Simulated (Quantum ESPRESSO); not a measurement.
# Magnetic state of Ba2FeMoO6 from several starts, part 2 of 2

A self-consistent run ends on one state, which hangs on the start. Several orders of Ba2FeMoO6 are started in Quantum ESPRESSO and their energies compared.

Quantum ESPRESSO 7.5; LDA with U = 4.5 eV on Fe d and U = 2 eV on Mo d (ortho-atomic projectors); plane waves with GBRV 1.5 LDA potentials, no spin-orbit coupling.

So far, absolute magnetization (μB): step 2 (start 1: ferro ++) 5.15.

## (3) Run 2, typed as ferri +−

The input, pw.in:

```
&CONTROL
  calculation = 'scf'
  prefix = 'pwscf'
  outdir = './tmp'
  pseudo_dir = './pseudo'
  disk_io = 'nowf'
/
&SYSTEM
  ibrav = 0
  celldm(1) = 8
  nat = 10
  ntyp = 4
  ecutwfc = 40
  ecutrho = 280
  nbnd = 58
  occupations = 'smearing'
  smearing = 'fd'
  degauss = 0.00367493
  nspin = 2
  starting_magnetization(1) = 0
  starting_magnetization(2) = 0.25
  starting_magnetization(3) = -0.1429
  starting_magnetization(4) = 0
/
&ELECTRONS
  conv_thr = 2d-08
  electron_maxstep = 150
  mixing_beta = 0.3
/
ATOMIC_SPECIES
Ba    137.3270 ba_lda_v1.uspp.F.UPF
Fe     55.8450 fe_lda_v1.5.uspp.F.UPF
Mo     95.9500 mo_lda_v1.uspp.F.UPF
O      15.9990 o_lda_v1.2.uspp.F.UPF
CELL_PARAMETERS alat
   0.0000000000000    0.9530125062253    0.9530125062253
   0.9530125062253    0.0000000000000    0.9530125062253
   0.9530125062253    0.9530125062253    0.0000000000000
ATOMIC_POSITIONS crystal
Ba      0.2500000000    0.2500000000    0.2500000000
Ba      0.7500000000    0.7500000000    0.7500000000
Fe      0.5000000000    0.5000000000    0.5000000000
Mo      0.0000000000    0.0000000000    0.0000000000
O       0.7568000000    0.2432000000    0.2432000000
O       0.2432000000    0.7568000000    0.2432000000
O       0.2432000000    0.7568000000    0.7568000000
O       0.7568000000    0.2432000000    0.7568000000
O       0.2432000000    0.2432000000    0.7568000000
O       0.7568000000    0.7568000000    0.2432000000
K_POINTS automatic
4 4 4 0 0 0
HUBBARD {ortho-atomic}
U Fe-3d 4.5000
U Mo-4d 2.0000
```

Run with:

```
> OMP_NUM_THREADS=1 mpirun -n 4 pw.x -nk 4 -in pw.in > pw.out
```

Output:

```text
[banner, memory and clock lines left out]
Program PWSCF v.7.5 starts

     Message from routine setup:
     using ibrav=0 with symmetry is DISCOURAGED, use correct ibrav instead

     bravais-lattice index     =            0
     lattice parameter (alat)  =       8.0000  a.u.
     unit-cell volume          =     886.3306 (a.u.)^3
     number of atoms/cell      =           10
     number of atomic types    =            4
     number of electrons       =        86.00
     number of Kohn-Sham states=           58
     kinetic-energy cutoff     =      40.0000  Ry
     charge density cutoff     =     280.0000  Ry
     scf convergence threshold =      2.0E-08
     mixing beta               =       0.3000
     number of iterations used =            8  plain     mixing
     Exchange-correlation= SLA  PZ   NOGX NOGC
                           (   1   1   0   0   0   0   0)
     Hubbard projectors: ortho-atomic
     Hubbard parameters of DFT+U (Dudarev formulation) in eV:
     U(Fe-3d) =  4.5000
     U(Mo-4d) =  2.0000

     Internal variables: lda_plus_u =T, lda_plus_u_kind = 0

     Internal variables: orbital_resolved =F, hub_pot_fix =F, apply_U = F

     celldm(1)=   8.000000  celldm(2)=   0.000000  celldm(3)=   0.000000
     celldm(4)=   0.000000  celldm(5)=   0.000000  celldm(6)=   0.000000

     crystal axes: (cart. coord. in units of alat)
               a(1) = (   0.000000   0.953013   0.953013 )
               a(2) = (   0.953013   0.000000   0.953013 )
               a(3) = (   0.953013   0.953013   0.000000 )

     reciprocal axes: (cart. coord. in units 2 pi/alat)
               b(1) = ( -0.524652  0.524652  0.524652 )
               b(2) = (  0.524652 -0.524652  0.524652 )
               b(3) = (  0.524652  0.524652 -0.524652 )

     PseudoPot. # 1 for Ba read from file:
     ba_lda_v1.uspp.F.UPF
     Pseudo is Ultrasoft + core correction, Zval = 10.0

     PseudoPot. # 2 for Fe read from file:
     fe_lda_v1.5.uspp.F.UPF
     Pseudo is Ultrasoft + core correction, Zval = 16.0

     PseudoPot. # 3 for Mo read from file:
     mo_lda_v1.uspp.F.UPF
     Pseudo is Ultrasoft + core correction, Zval = 14.0

     PseudoPot. # 4 for O  read from file:
     o_lda_v1.2.uspp.F.UPF
     Pseudo is Ultrasoft + core correction, Zval =  6.0

     atomic species   valence    mass     pseudopotential
     Ba               10.00   137.32700     Ba( 1.00)
     Fe               16.00    55.84500     Fe( 1.00)
     Mo               14.00    95.95000     Mo( 1.00)
     O                 6.00    15.99900     O ( 1.00)

     Starting magnetic structure
     atomic species   magnetization
     Ba              0.000
     Fe              0.250
     Mo             -0.143
     O               0.000

     48 Sym. Ops., with inversion, found

   Cartesian axes

     site n.     atom                  positions (alat units)
         1        Ba     tau(   1) = (   0.4765063   0.4765063   0.4765063  )
         2        Ba     tau(   2) = (   1.4295188   1.4295188   1.4295188  )
         3        Fe     tau(   3) = (   0.9530125   0.9530125   0.9530125  )
         4        Mo     tau(   4) = (   0.0000000   0.0000000   0.0000000  )
         5        O      tau(   5) = (   0.4635453   0.9530125   0.9530125  )
         6        O      tau(   6) = (   0.9530125   0.4635453   0.9530125  )
         7        O      tau(   7) = (   1.4424797   0.9530125   0.9530125  )
         8        O      tau(   8) = (   0.9530125   1.4424797   0.9530125  )
         9        O      tau(   9) = (   0.9530125   0.9530125   0.4635453  )
        10        O      tau(  10) = (   0.9530125   0.9530125   1.4424797  )

     number of k points=     8  Fermi-Dirac smearing, width (Ry)=  0.0037
                       cart. coord. in units 2pi/alat
        k(    1) = (   0.0000000   0.0000000   0.0000000), wk =   0.0156250
        k(    2) = (   0.1311630   0.1311630  -0.1311630), wk =   0.1250000
        k(    3) = (  -0.2623260  -0.2623260   0.2623260), wk =   0.0625000
        k(    4) = (   0.2623260   0.0000000   0.0000000), wk =   0.0937500
        k(    5) = (  -0.1311630  -0.3934891   0.3934891), wk =   0.3750000
        k(    6) = (   0.0000000  -0.2623260   0.2623260), wk =   0.1875000
        k(    7) = (  -0.5246521   0.0000000   0.0000000), wk =   0.0468750
        k(    8) = (  -0.5246521   0.2623260   0.0000000), wk =   0.0937500

     Dense  grid:    70049 G-vectors     FFT dimensions: (  60,  60,  60)

     Smooth grid:    30395 G-vectors     FFT dimensions: (  45,  45,  45)

     Check: negative core charge=   -0.000012
     Generating pointlists ...
     new r_m :   0.2780 (alat units)  2.2242 (a.u.) for type    1
     new r_m :   0.2019 (alat units)  1.6152 (a.u.) for type    2
     new r_m :   0.1912 (alat units)  1.5297 (a.u.) for type    3
     new r_m :   0.1912 (alat units)  1.5297 (a.u.) for type    4

     Initial potential from superposition of free atoms

     starting charge      84.9737, renormalised to      86.0000

     negative rho (up, down):  9.859E-02 9.850E-02

     STARTING HUBBARD OCCUPATIONS:

     =================== HUBBARD OCCUPATIONS ===================
     ------------------------ ATOM    3 ------------------------
     Tr[ns(  3)] (up, down, total) =   5.00000  0.00000  5.00000
     Atomic magnetic moment for atom   3 =   5.00000
     [... lines left out ...]
     ------------------------ ATOM    4 ------------------------
     Tr[ns(  4)] (up, down, total) =   0.00000  4.00000  4.00000
     Atomic magnetic moment for atom   4 =  -4.00000
     [... lines left out ...]
     Number of occupied Hubbard levels =    9.0000

     Atomic wfc used for Hubbard projectors are orthogonalized

     Starting wfcs are   76 randomized atomic wfcs

     Self-consistent Calculation

     iteration #  1     ecut=    40.00 Ry     beta= 0.30
     Davidson diagonalization with overlap
     ethr =  1.00E-02,  avg # of iterations =  2.0

     =================== HUBBARD OCCUPATIONS ===================
     ------------------------ ATOM    3 ------------------------
     Tr[ns(  3)] (up, down, total) =   4.98220  1.41550  6.39770
     Atomic magnetic moment for atom   3 =   3.56670
     [... lines left out ...]
     ------------------------ ATOM    4 ------------------------
     Tr[ns(  4)] (up, down, total) =   0.77713  1.07012  1.84725
     Atomic magnetic moment for atom   4 =  -0.29299
     [... lines left out ...]
     Number of occupied Hubbard levels =    8.2450

     negative rho (up, down):  9.603E-02 9.590E-02

     total energy              =    -723.79709558 Ry
     estimated scf accuracy    <       4.20598472 Ry

     total magnetization       =     4.00 Bohr mag/cell
     absolute magnetization    =     4.51 Bohr mag/cell

     iteration #  2     ecut=    40.00 Ry     beta= 0.30
     Davidson diagonalization with overlap
     ethr =  4.89E-03,  avg # of iterations =  2.6

     negative rho (up, down):  9.464E-02 9.449E-02

     total energy              =    -724.52422757 Ry
     estimated scf accuracy    <       1.55015889 Ry

     total magnetization       =     3.98 Bohr mag/cell
     absolute magnetization    =     5.53 Bohr mag/cell

     [... further iterations left out ...]

     iteration # 14     ecut=    40.00 Ry     beta= 0.30
     Davidson diagonalization with overlap
     ethr =  2.91E-11,  avg # of iterations =  2.9

     negative rho (up, down):  9.004E-02 8.928E-02

     total energy              =    -724.78684573 Ry
     estimated scf accuracy    <       0.00000004 Ry

     total magnetization       =     4.00 Bohr mag/cell
     absolute magnetization    =     5.15 Bohr mag/cell

     iteration # 15     ecut=    40.00 Ry     beta= 0.30
     Davidson diagonalization with overlap
     ethr =  2.91E-11,  avg # of iterations =  2.0

     negative rho (up, down):  9.004E-02 8.928E-02

     Magnetic moment per site  (integrated on atomic sphere of radius R)
     atom   1 (R=0.278)  charge=  6.9027  magn= -0.0057
     atom   2 (R=0.278)  charge=  6.9027  magn= -0.0057
     atom   3 (R=0.202)  charge= 13.2025  magn=  3.8139
     atom   4 (R=0.191)  charge=  8.8746  magn= -0.3085
     atom   5 (R=0.191)  charge=  5.3779  magn=  0.0792
     atom   6 (R=0.191)  charge=  5.3779  magn=  0.0792
     atom   7 (R=0.191)  charge=  5.3779  magn=  0.0792
     atom   8 (R=0.191)  charge=  5.3779  magn=  0.0792
     atom   9 (R=0.191)  charge=  5.3779  magn=  0.0792
     atom  10 (R=0.191)  charge=  5.3779  magn=  0.0792

     End of self-consistent calculation

     =================== HUBBARD OCCUPATIONS ===================
     ------------------------ ATOM    3 ------------------------
     Tr[ns(  3)] (up, down, total) =   4.96125  0.89970  5.86095
     Atomic magnetic moment for atom   3 =   4.06155
     [... lines left out ...]
     ------------------------ ATOM    4 ------------------------
     Tr[ns(  4)] (up, down, total) =   1.74163  2.28770  4.02933
     Atomic magnetic moment for atom   4 =  -0.54607
     [... lines left out ...]
     Number of occupied Hubbard levels =    9.8903

     [... lines left out ...]
     the Fermi energy is    12.4547 ev

!    total energy              =    -724.78684573 Ry
     estimated scf accuracy    <          2.1E-09 Ry
     smearing contrib. (-TS)   =      -0.00079853 Ry
     internal energy E=F+TS    =    -724.78604721 Ry

     The total energy is F=E-TS. E is the sum of the following terms:
     one-electron contribution =    -281.62775364 Ry
     hartree contribution      =     191.01537468 Ry
     xc contribution           =    -146.89291148 Ry
     ewald contribution        =    -487.58168434 Ry
     Hubbard energy            =       0.30092758 Ry

     total magnetization       =     4.00 Bohr mag/cell
     absolute magnetization    =     5.15 Bohr mag/cell

     convergence has been achieved in  15 iterations
```

Wall time 37 s (4 MPI ranks of Arm Neoverse V2, shared host); peak memory 0.94 GiB; 2.5 min of CPU time.

Spin moment in the atom's sphere by atom:

| atom | spin moment in the atom's sphere (μB) |
| --- | --- |
| Ba1 | -0.01 |
| Ba2 | -0.01 |
| Fe3 | 3.81 |
| Mo4 | -0.31 |
| O5 | 0.08 |
| O6 | 0.08 |
| O7 | 0.08 |
| O8 | 0.08 |
| O9 | 0.08 |
| O10 | 0.08 |

Read from the output:

| Property | Result |
| --- | --- |
| smearing term TS | 0.01086 eV |
| magnetization | 4 μB |
| absolute magnetization | 5.146 μB |
| final state | ferrimagnetic |

## (4) Energies of the orders

An order is kept where moments of 0.15 μB or more survive with the typed signs; meshes match where a doubled cell samples the same k points as the first cell.

Ferrimagnetic means that a moment over 0.15 μB on a transition or rare-earth metal, induced ones included, opposes the net moment. Orders:

| start | final state | typed order kept | energy over the lowest (meV a seeded atom) | largest site moment (μB) | net moment (μB a cell of the first run) | mesh matched | CPU time (s) |
| --- | --- | --- | --- | --- | --- | --- | --- |
| ferro ++ | ferrimagnetic | no | 0 | 3.814 | 4 | yes | 138.1 |
| ferri +- | ferrimagnetic | yes | 0 | 3.814 | 4 | yes | 148.4 |

## (5) Occupations of the corrected shells in the lowest state

Occupations of the Hubbard shells:

| block | type | shell | spin | electrons | occupation numbers |
| --- | --- | --- | --- | --- | --- |
| 3 | Fe | 3d | up | 4.961 | 0.992 0.992 0.992 0.993 0.993 |
| 3 | Fe | 3d | down | 0.8997 | 0.158 0.158 0.195 0.195 0.195 |
| 4 | Mo | 4d | up | 1.742 | 0.314 0.314 0.314 0.399 0.399 |
| 4 | Mo | 4d | down | 2.288 | 0.389 0.389 0.504 0.504 0.504 |

## (6) Outcome

* lowest state found: ferrimagnetic (from ferro ++ and ferri +-)
* largest site moment: 3.81 μB

What this shows: 1 start left the typed signs, so such an energy belongs to the state reached, not the one typed. Only these 2 starts were compared; other wavevectors, canted and longer-period orders were not. The smearing term is large for its width, so states at the Fermi level are partly filled: at this level the cell is a metal or has a gap of a few widths at most. Degenerate orbitals of a corrected shell are partly filled. Whether a state of lower symmetry lies under this one was not tested; under a U it often does.

[Logs and program files are shortened in this print: banners, set-up blocks, solver, clock and traceback lines can be left out without a mark of their own.]

[Logs are printed without paths, hosts, clocks, repeated set-up lines and the standing remarks that a program may print on its own settings, such as how far it seeks lower states.]

[Hosts, paths, dates, database ids (printed as entryN), source tags and the programs' standing remarks are cut or masked in the printed files.]

[Where a cell is said to come from a database of computed structures, the database is the Materials Project.]
